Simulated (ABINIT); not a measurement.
Planning a run of ABINIT 10.8.3 on MgS (Niningerite). The input:

```
acell 3*1.0 Angstrom
rprim 
  0.000000000000 2.601650000000 2.601650000000
  2.601650000000 0.000000000000 2.601650000000
  2.601650000000 2.601650000000 0.000000000000
ntypat 2
znucl 12 16
natom 2
typat 1 2
xred 
  0.000000000000 0.000000000000 0.000000000000
  0.500000000000 0.500000000000 0.500000000000
pp_dirpath "pseudos"
pseudos "Mg.upf, S.upf"
ecut 38
ngkpt 4 4 4
nshiftk 1
shiftk 0 0 0
kptopt 1
chksymbreak 0
istwfk *1
occopt 1
irdwfk 1
optdriver 4
nband 50
gwcalctyp 10
ecutsigx 38
symsigma 1
nkptgw 8
kptgw 
  0.0000000000 0.0000000000 0.0000000000
  0.2500000000 0.0000000000 0.0000000000
  0.5000000000 0.0000000000 0.0000000000
  0.2500000000 0.2500000000 0.0000000000
  0.5000000000 0.2500000000 0.0000000000
  -0.2500000000 0.2500000000 0.0000000000
  0.5000000000 0.5000000000 0.0000000000
  -0.2500000000 0.5000000000 0.2500000000
bdgw 
  1 22
  1 22
  1 22
  1 22
  1 22
  1 22
  1 22
  1 22
ecuteps 4.8
irdscr 1
ppmodel 1
irdqps 1
indata_prefix "in"
outdata_prefix "out"
tmpdata_prefix "tmp"
```

```sh
OMP_NUM_THREADS=1 mpirun -n 4 abinit run.abi > log
```

Estimate wall time and host memory on 4 MPI ranks of Intel Xeon Platinum 8259CL at 2.50GHz (Skylake/Cascade Lake), shared host.

It took 58 s; on shared hardware allow 29 s to 1.9 min. Peak host memory was 1.3 GiB.

[Paths, hosts, dates, memory and timing lines, banners, echoed tables and standing remarks are left out of the program output.]

[Logs are printed without paths, hosts, clocks, repeated set-up lines and the standing remarks that a program may print on its own settings, such as how far it seeks lower states.]

[Runs of the session that timed out or met a known fault of the program may be left out.]

[No measured gap is set beside runs whose start may be inverted or whose files or cutoffs have a known fault.]

[Hosts, paths, dates, database ids (printed as entryN), source tags and the programs' standing remarks are cut or masked in the printed files.]

[G0W0 gaps are taken among the corrected bands and points alone; a level outside them can change the order at an edge.]

[Where Ansatz stands beside ABINIT at settings called matched, ABINIT's density can come from a denser mesh and the files from another edition; pairs whose starting gaps differed by over 0.03 eV were left out, so agreement reads better than it is.]
